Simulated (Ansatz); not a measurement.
# LaSb (model cell, started as zinc blende): phonons and vibrational spectra

Wanted: vibrations and spectra of LaSb (model cell, started as zinc blende); the cell is already relaxed. After the zone centre comes a 4×4×4 q mesh on a 8×8×8 k mesh.

Method: DFT PBEsol, scalar-relativistic, plane waves, PAW, in Ansatz 0.2.0.

The structure was built from a prototype and need not be the compound's stable phase.

## Step 1: The structure

It takes space group F-43m (No. 216, cubic). Conventional cell: a = 7.180 Å, b = 7.180 Å, c = 7.180 Å, α = 90.00°, β = 90.00°, γ = 90.00°. Nearest to La lie 4 Sb at 3.11 Å. Nearest to Sb lie 4 La at 3.11 Å. Farther neighbours are not listed.

As a file:

```cif
data_structure
_symmetry_space_group_name_H-M 'F-43m'
_symmetry_Int_Tables_number 216
_cell_length_a 7.1797
_cell_length_b 7.1797
_cell_length_c 7.1797
_cell_angle_alpha 90.000
_cell_angle_beta 90.000
_cell_angle_gamma 90.000
_cell_volume 370.10
loop_
_atom_site_label
_atom_site_type_symbol
_atom_site_symmetry_multiplicity
_atom_site_Wyckoff_symbol
_atom_site_fract_x
_atom_site_fract_y
_atom_site_fract_z
_atom_site_occupancy
La1 La 4 a 0.00000 0.00000 0.00000 1
Sb1 Sb 4 d 0.25000 0.25000 0.75000 1
```

## Step 2: Linear response at the zone centre

The cell comes from relaxations at this level that are not shown. The zone centre comes first: it holds the modes that light can see, as far as symmetry allows. The response to a homogeneous field gives the Born charges and the dielectric tensor, and its change with displacement the Raman tensors.

input.yaml reads:

```yaml
crystal:
  lattice:
    - [0.0, 3.5898357277, 3.5898357277]
    - [3.5898357277, 0.0, 3.5898357277]
    - [3.5898357277, 3.5898357277, 0.0]
  atoms:
    - { symbol: La, position: [0.0, 0.0, 0.0] }
    - { symbol: Sb, position: [0.25, 0.25, 0.25] }
kpoints:
  mp_grid: { grid: [8, 8, 8] }
hamiltonian:
  xc: pbesol
scf:
  occupations: { method: fixed }
output:
  eigenvalues: true
phonons:
  method: dfpt
  dielectric: true
  rigid_motions: translations
  raman: true
```

Launch:

```
ansatz run input.yaml --threads 4 --pin off --max-ram 7168MiB --backend cpu --events-out ev --progress --plain --runs-dir out
```

Numbers of over 12 decimals in the logs are rounded to 6 here.

What it wrote:

```text
Engine: ansatz 0.2.0, aarch64-unknown-linux-gnu
Pseudopotentials: kind: paw
Pseudopotential: La, paw, valence charge 11, recommended cutoff 420 eV (normal), La.paw.azcp
Pseudopotential: Sb, paw, valence charge 15, recommended cutoff 420 eV (normal), Sb.paw.azcp
Functional definition: PBEsol
  exchange = pbesol_x
  correlation = pbesol_c
Crystal: 2 atoms, lattice volume = 92.524 Å³
Basis set: ecut = 420 eV, 1807 PW (Γ), exchange–correlation on 72×72×72 points (8 copies of the dense FFT grid, shifted against one another)
Bands: 17, of which v1, the nominal top of the filled ones, is band 13 counted from 1 (12 counted from 0)
Symmetry: 24 space group operations
k-points: 95 of 512 (irreducible under 4 space group operations, time reversal used)
Non-local potential: La, projectors of the file, l = 0: 3, l = 1: 2, l = 2: 2, l = 3: 3
Non-local potential: Sb, projectors of the file, l = 0: 2, l = 1: 2, l = 2: 2, l = 3: 2
PAW form: soft (Blöchl's): semilocal exchange-correlation on the pseudo side does not see the compensation charge
PAW frozen core: La, regenerated for the run's functional, and the local potential with it (the file was generated under x = pbe(κ = 0.804, μ = 0.219515), c = pbe(β = 0.066725))
PAW frozen core: Sb, regenerated for the run's functional, and the local potential with it (the file was generated under x = pbe(κ = 0.804, μ = 0.219515), c = pbe(β = 0.066725))
PAW one-centre angular grid: La, 590 points (default); XC on 64 Gauss nodes
PAW one-centre angular grid: Sb, 590 points (default); XC on 64 Gauss nodes
Initial density: superposition of atomic densities (neutral atoms: chi_scale 0, normalization atom), corrected by the library's trained network
Initial wavefunctions: pseudopotential atomic-orbital guess
Functional: x = pbesol(κ = 0.804, μ = 0.123457), c = pbesol(β = 0.046)
SCF iter   1: F=—  HF=-12570.600912 eV  |F-HF|=—  |Δ(HF+E_count)|=         —  Δρ=2.94e-3  dr2=1.19e-2  ethr=1.77e-3  ⟨swp⟩=4.1  Hψ=6515  notcnv=0  defer=70
preconditioner: auto → none  [insulator: Δε(μ)=1.171 eV  Ē_g=4.536 eV  n_scr=14 (ndim 8)  ℏωp=10.9 eV  f_vac=0.067  ε∞_Penn≈6.8]
SCF iter   2: F=—  HF=-12570.596548 eV  |F-HF|=—  |Δ(HF+E_count)|=   4.36e-3  Δρ=1.21e-3  dr2=8.46e-4  ethr=4.57e-5  ⟨swp⟩=3.1  Hψ=3879  notcnv=0  defer=181
SCF iter   3: F=—  HF=-12570.596978 eV  |F-HF|=—  |Δ(HF+E_count)|=   4.30e-4  Δρ=4.24e-4  dr2=1.43e-4  ethr=3.25e-6  ⟨swp⟩=3.0  Hψ=2770  notcnv=0  defer=182
SCF iter   4: F=—  HF=-12570.597060 eV  |F-HF|=—  |Δ(HF+E_count)|=   8.26e-5  Δρ=2.09e-4  dr2=8.06e-5  ethr=5.51e-7  ⟨swp⟩=3.6  Hψ=3516  notcnv=0  defer=182
SCF iter   5: F=—  HF=-12570.597048 eV  |F-HF|=—  |Δ(HF+E_count)|=   1.23e-5  Δρ=2.21e-5  dr2=3.76e-7  ethr=3.10e-7  ⟨swp⟩=2.9  Hψ=2979  notcnv=0  defer=182
SCF iter   6: F=—  HF=-12570.597047 eV  |F-HF|=—  |Δ(HF+E_count)|=   1.57e-6  Δρ=5.20e-6  dr2=3.90e-8  ethr=1.45e-9  ⟨swp⟩=2.0  Hψ=2773  notcnv=0  defer=3
SCF iter   7: F=—  HF=-12570.597047 eV  |F-HF|=—  |Δ(HF+E_count)|=   6.76e-9  Δρ=1.35e-6  dr2=7.13e-10  ethr=1.50e-10  ⟨swp⟩=2.4  Hψ=2618  notcnv=0  defer=3
SCF iter   8: F=-12570.597047 eV  HF=-12570.597047 eV  |F-HF|=6.18e-11  |Δ(HF+E_count)|=  5.57e-10  Δρ=3.16e-7  dr2=9.49e-11  ethr=1.00e-12  ⟨swp⟩=10.8  Hψ=11063  notcnv=0
SCF 1 converged in 8 iterations: F = -12570.597047 eV  dr2 = 9.49e-11
  greatest PAW one-centre occupation: 0.996 electrons in one spin orbital (limit 2), on the Sb atom at site 1 (counted from 0), in its partial waves of l = 2
DFPT response loops at Γ: preconditioner auto → none (the input reference at scf.mixing.eps_inf says where Resta's filter doesn't serve); β = 0.50; Broyden in place of MSR1
── the response to a field inside a basis, on 8×8×8 k-points: an SCF that follows is theirs, and a resumed run solves both again ──
Bands: 14, of which v1, the nominal top of the filled ones, is band 13 counted from 1 (12 counted from 0)
k-points: 60
Initial density: handed on by an earlier stage of this run
Initial wavefunctions: pseudopotential atomic-orbital guess (no wavefunctions were taken with the density)
Eigensolver: Dense (60 Hₖ)
SCF iter   1: F=—  HF=-12570.594739 eV  |F-HF|=—  |Δ(HF+E_count)|=         —  Δρ=6.57e-5  dr2=7.22e-7  ethr=1.00e-1
preconditioner: auto → none  [insulator: Δε(μ)=1.243 eV  Ē_g=4.130 eV  n_scr=14 (ndim 8)  ℏωp=10.9 eV  f_vac=0.053  ε∞_Penn≈8.0]
SCF iter   2: F=—  HF=-12570.594741 eV  |F-HF|=—  |Δ(HF+E_count)|=   1.36e-6  Δρ=3.17e-5  dr2=1.74e-7  ethr=2.78e-9
SCF iter   3: F=—  HF=-12570.594741 eV  |F-HF|=—  |Δ(HF+E_count)|=   5.21e-7  Δρ=6.96e-6  dr2=8.02e-8  ethr=6.70e-10
SCF iter   4: F=—  HF=-12570.594741 eV  |F-HF|=—  |Δ(HF+E_count)|=   1.50e-8  Δρ=1.15e-6  dr2=7.94e-10  ethr=3.08e-10
SCF iter   5: F=-12570.594741 eV  HF=-12570.594741 eV  |F-HF|=2.91e-11  |Δ(HF+E_count)|=  4.84e-10  Δρ=2.52e-7  dr2=3.22e-11  ethr=3.06e-12
SCF 1 converged in 5 iterations: F = -12570.594741 eV  dr2 = 3.22e-11
DFPT response loops at Γ: mixed as the last ones told, above
DFPT response loops at Γ: mixed as the last ones told, above
SCF converged after 8 iterations
Free energy (F): -12570.597047 eV
Harris-Foulkes:  -12570.597047 eV  (|F-HF|=6.18e-11)
Internal energy: -12570.597047 eV  (E = F + TS)
E sigma→0 (E₀):  -12570.597047 eV
Fermi energy:    5.675743 eV
--- Per-component energies (eV) ---
  E_band       = -303.402864
  E_kinetic    = 399.255973
  E_local      = -2583.257428  (includes V_loc(G=0)·N_el)
  E_nonlocal   = 462.668493
  E_hartree    = 1111.327016
  E_xc         = -274.709010
  E_vxc        = -242.388441  (∫ρ·V_xc dr)
  E_paw        = -9830.187077  (= ΣΔE_a)
  E_vpaw       = -562.335619  (= ΣTr[D̂ρ^β])
  E_aug_tail   = -0.000002  (compensation charges beyond the density's cutoff)
  E_ewald      = -1856.196378
  E_core_change = 0.501366  (= ΣΔE_core)
  E_smearing   = -0.000000  (= −TS)
  E_closure    = -0.000000  (closes the sum)
  Σ components = -12570.597047   (vs F -12570.597047, Δ=0.00e0)
--- Band table (eV; the first three rows and the last of 95) ---
  k-point 0: bands = [... 9 lower, -2.2571, 4.6777, 4.6777, 4.6777, 7.2223, 7.8750, 7.8750, 7.8750]
  k-point 1: bands = [... 9 lower, -2.1844, 4.5342, 4.7326, 4.7326, 7.4110, 7.8425, 7.8425, 7.8671]
  k-point 2: bands = [... 9 lower, -2.0111, 4.3486, 4.8570, 4.8570, 7.6254, 7.7755, 7.7755, 7.8516]
  k-point 94: bands = [... 9 lower, -1.6045, 4.5697, 4.6653, 5.6757, 6.8835, 7.7531, 7.8099, 7.8655]
--- Phonons (Γ-DFPT): 2 representative perturbations + reference, on 95 of 512 k-points (Σ response iterations 6) ---
  k mesh reduced under 4 symmetry operations, with k and −k counted as one. Each operation leaves every solved perturbation unchanged. A smaller set is not considered because the run solves the response to a homogeneous field
  ASR residual: 2.294e-4 → 0.000e0 eV/Å²; symmetrization residual: 5.844e-5 eV/Å²
  ASR residual per site (eV/Å²): 1.81e-4 2.29e-4
  Γ frequencies (cm⁻¹): 0.00 0.00 0.00 138.76 138.76 138.76
  ε∞ (high-frequency dielectric tensor):
        8.680384    -0.000000     0.000000
       -0.000000     8.680384    -0.000000
        0.000000    -0.000000     8.680384
  ε⁰ (static dielectric tensor: ions relaxed, cell fixed):
       12.617853     0.000000    -0.000000
        0.000000    12.617853    -0.000000
       -0.000000    -0.000000    12.617853
  ε⁰ − ε∞ (ionic part):
        3.937469     0.000000    -0.000000
        0.000000     3.937469    -0.000000
       -0.000000    -0.000000     3.937469
  softest optical mode at Γ: 138.76 cm⁻¹; the repairs (sum rule, projections) moved no ω² at Γ by more than (1.14 cm⁻¹)²
  Born effective charges Z* (e; rows j = field, columns β = displacement):
    site 0:
         3.04132    0.00000   -0.00000
        -0.00000    3.04132    0.00000
         0.00000    0.00000    3.04132
    site 1:
        -3.04132   -0.00000    0.00000
         0.00000   -3.04132   -0.00000
        -0.00000   -0.00000   -3.04132
  Z* charge neutrality: 2.414e-4 e pre-enforcement
  solved inside a basis spanned on kpoints, on 8×8×8 k-points transformed towards the longest dipole: ε∞ is read to err by 2.5e-2, Z* by 1.6e-2 e (field_mesh: kpoints solves on kpoints); Z* is corrected for what the basis lacks
  Raman tensors (in the event stream and the table raman_tensors.tsv): an entry may err by 1.1e-1 Å², one of the second-order susceptibility by 2.1e0 pm/V (basis, points and sum rule); their sum over the sites missed zero by 3.325e-5 Å² ahead of its enforcement
  optical modes at Γ without the LO–TO term, one row a degenerate level:
      ω (cm⁻¹)  modes    IR ((D/Å)²/amu)  static Raman (Å⁴/amu)  depolarisation
        138.76      3             9.8666               217.7641           0.750
  optical modes at Γ + LO–TO along q̂ = [1.0000, 0.0000, 0.0000]:
      ω (cm⁻¹)  modes    IR ((D/Å)²/amu)  static Raman (Å⁴/amu)  depolarisation
        138.76      2             6.5777               145.1761           0.750
        167.30      1             3.2889                54.1564           0.750
  optical modes at Γ + LO–TO along q̂ = [0.0000, 1.0000, 0.0000]:
      ω (cm⁻¹)  modes    IR ((D/Å)²/amu)  static Raman (Å⁴/amu)  depolarisation
        138.76      2             6.5777               145.1761           0.750
        167.30      1             3.2889                54.1564           0.750
  optical modes at Γ + LO–TO along q̂ = [0.0000, 0.0000, 1.0000]:
      ω (cm⁻¹)  modes    IR ((D/Å)²/amu)  static Raman (Å⁴/amu)  depolarisation
        138.76      2             6.5777               145.1761           0.750
        167.30      1             3.2889                54.1564           0.750
```

The job ended after 2.2 min (4 threads of Arm Neoverse V1, shared host; peak memory 1.2 GiB; 8.5 min of CPU time).

The column dr2 measures how far the density is from self-consistency, as an energy; F and HF (Harris–Foulkes) agree once it is small.

Numbers from this step:

| Item | Value |
| --- | --- |
| gap on the k-mesh | 1.208 eV |
| volume per atom | 46.26 Å³ |
| sum-rule residual before enforcement | 2.29e-4 eV/Å² |
| miss of the charge sum rule | 2.41e-4 e |
| estimated error of the dielectric tensor | 0.02488 |
| estimated error of the Born charges | 0.01575 e |
| point group | -43m |
| highest optical mode at the zone centre (no LO-TO term) | 138.8 cm⁻¹ |
| lowest optical zone-centre mode | 138.8 cm⁻¹ |
| mean high-frequency dielectric constant | 8.680 |
| largest Born charge (third of the trace) | 3.041 e |
| mean static dielectric constant | 12.62 |
| top of the zone-centre spectrum with the field | 167.3 cm⁻¹ |

Without the LO-TO term. Patterns of degenerate modes are one choice out of their space. The modes at Γ (shares of kinetic energy by element, %):

| mode | frequency (cm⁻¹) | symmetry | La % | Sb % |
| --- | --- | --- | --- | --- |
| 1 | 0.0 | acoustic | 53 | 47 |
| 2 | 0.0 | acoustic | 53 | 47 |
| 3 | 0.0 | acoustic | 53 | 47 |
| 4 | 138.8 | T2 | 47 | 53 |
| 5 | 138.8 | T2 | 47 | 53 |
| 6 | 138.8 | T2 | 47 | 53 |

Displacements in mode 5 (138.8 cm⁻¹), the largest set to 1:
```
La1  0.00 -0.88  0.00
Sb2  0.00  1.00  0.00
```

Optical modes at the zone centre, without and with the macroscopic field of the longitudinal modes; each column is sorted by frequency, so a row need not hold one and the same mode. Modes with and without the field, by row:

| rank among optical modes | no field (cm⁻¹) | q along (1, 0, 0) (cm⁻¹) |
| --- | --- | --- |
| 1 | 138.8 | 138.8 |
| 2 | 138.8 | 138.8 |
| 3 | 138.8 | 167.3 |

Born charge (rows field, columns displacement) (e), principal values of the symmetric part by kind of site:

| atom | atoms with these values | low | middle | high | mean |
| --- | --- | --- | --- | --- | --- |
| La1 | 1 | 3.04 | 3.04 | 3.04 | 3.04 |
| Sb2 | 1 | -3.04 | -3.04 | -3.04 | -3.04 |

In full for La1:

```
3.04 0.00 0.00
0.00 3.04 0.00
0.00 0.00 3.04
```

High-frequency dielectric tensor:

```
8.68 0.00 0.00
0.00 8.68 0.00
0.00 0.00 8.68
```

Static dielectric tensor (ions relaxed, fixed cell):

```
12.62  0.00  0.00
 0.00 12.62  0.00
 0.00  0.00 12.62
```

Transverse modes. Infrared lines, with heights relative to the strongest:

| position (cm⁻¹) | label | relative intensity |
| --- | --- | --- |
| 139 | T2 | 100 |

Activity x (w_L - w)^4 (n + 1)/w, 532 nm, 300 K; the tensors are static ones, while 532 nm light lies above the computed direct gap, where resonance would change the heights; modes without the macroscopic field alone. Lines of the Raman spectrum (strongest = 100):

| position (cm⁻¹) | label | relative intensity |
| --- | --- | --- |
| 139 | T2 | 100 |

Static second-order susceptibility (pm/V), twice the coefficient d of second-harmonic generation. Second order susceptibility, by row:

| field along | xx | yy | zz | yz | xz | xy |
| --- | --- | --- | --- | --- | --- | --- |
| x | 0 | 0 | 0 | 276.6 | 0 | 0 |
| y | 0 | 0 | 0 | 0 | 276.6 | 0 |
| z | 0 | 0 | 0 | 0 | 0 | 276.6 |

Before it was imposed, the acoustic sum rule was missed by 2.3e-4 eV/Å² and the charge sum rule by 2.4e-4 e. Small misses are needed for a sound result but don't prove that mesh and cutoff are converged. The lowest optical mode is real, 139 cm⁻¹.

(Part 1 of 2 ends here.)

[Logs are printed without paths, hosts, clocks, repeated set-up lines and the standing remarks that a program may print on its own settings, such as how far it seeks lower states.]

[Hosts, paths, dates, database ids (printed as entryN), source tags and the programs' standing remarks are cut or masked in the printed files.]
